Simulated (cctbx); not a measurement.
# Reading a Patterson map

Space group I4/mmm (no. 139), a = 4.8990 Å, b = 4.8990 Å, c = 25.4210 Å, α = 90.00°, β = 90.00°, γ = 90.00°, content Tl2 K4 Cl14 Mg4.

Simulated single-crystal data (cctbx): Ag Kα, λ = 0.56087 Å, to d = 0.6 Å, 80 % of the full sphere, strongest reflection 70000 counts, noise from counting, a 2 % proportional error and a noise floor of 15 counts (s.d.); no absorption.

Patterson synthesis, origin scaled to 1000:

```text
Patterson group I 4/m m m
      u       v       w   height  length (A)
  0.000   0.000   0.000   1000.0     0.00
  0.000   0.000   0.500    315.8    12.71
  0.000   0.000   0.183    301.0     4.66
  0.000   0.000   0.306    272.4     7.77
  0.000   0.500   0.096    271.7     3.46
  0.000   0.000   0.399    169.4    10.15
  0.000   0.500   0.211     54.0     5.89
  0.000   0.000   0.106     39.0     2.68
  0.000   0.500   0.000     26.0     2.45
  0.000   0.000   0.062     -3.7     1.57
  0.000   0.131   0.052     -6.3     1.46
  0.000   0.318   0.000     -6.5     1.56
  0.117   0.117   0.049     -7.0     1.49
  0.000   0.248   0.032     -7.3     1.46
```

**Question.** Which atom pairs make the peaks, and where is the heaviest atom?

A peak at u stands for all pairs with xi − xj = u, with weight Σ ZiZj against Σ Z² = 19188 at the origin. Peak heights follow these weights only roughly, since form factors, motion and series ripples differ, all vectors within 0.55 Å of a peak are counted as merged into it though the farther ones add only part of their weight, and F(000) is left out, which lowers the whole map:

| u | v | w | shortest length (Å) | height | 1000 ΣZiZj/ΣZ² | pairs in the cell |
| --- | --- | --- | --- | --- | --- | --- |
| 0.000 | 0.000 | 0.500 | 3.46 | 316 | 542 | 4 × Tl–Cl, 8 × K–Cl, 8 × Cl–Cl |
| 0.000 | 0.000 | 0.183 | 4.65 | 301 | 456 | 4 × Tl–K, 8 × Cl–Cl, 2 × Mg–Mg |
| 0.000 | 0.000 | 0.306 | 6.03 | 272 | 457 | 4 × Tl–Cl, 4 × K–Cl, 4 × Cl–Cl, 4 × Cl–Mg |
| 0.000 | 0.500 | 0.096 | 3.46 | 272 | 475 | 4 × Tl–Cl, 8 × Cl–Cl, 4 × K–Cl |
| 0.000 | 0.000 | 0.399 | 4.31 | 169 | 280 | 4 × Tl–Mg, 4 × K–Mg, 2 × Cl–Cl |
| 0.000 | 0.500 | 0.211 | 5.90 | 54 | 170 | 4 × K–Cl, 4 × Cl–Cl, 4 × Cl–Mg |

The table stops at ten peaks or at a height of 45, below which ripples compete. In the model behind the data Tl, the heaviest element, has 1 independent site: (1/2, 1/2, 0), up to an allowed shift of origin. No listed peak is a Tl–Tl vector, so the position follows from the cell content and the cross vectors. The whole model:

```csv
atom,mult.,x,y,z,Ueq (Å²)
Tl1,2,1/2,1/2,0,0.0214
K1,4,1/2,1/2,0.1817,0.0294
Cl1,2,0,0,0,0.0309
Cl2,4,1/2,1/2,0.3050,0.0355
Cl3,8,0,1/2,0.4026,0.0393
Mg1,4,1/2,1/2,0.3990,0.0316
```

The model was made for the exercise: a known structure type with other elements put in, its volume estimated, not relaxed; displacement parameters are assumed.

[Logs are printed without paths, hosts, clocks, repeated set-up lines and the standing remarks that a program may print on its own settings, such as how far it seeks lower states.]
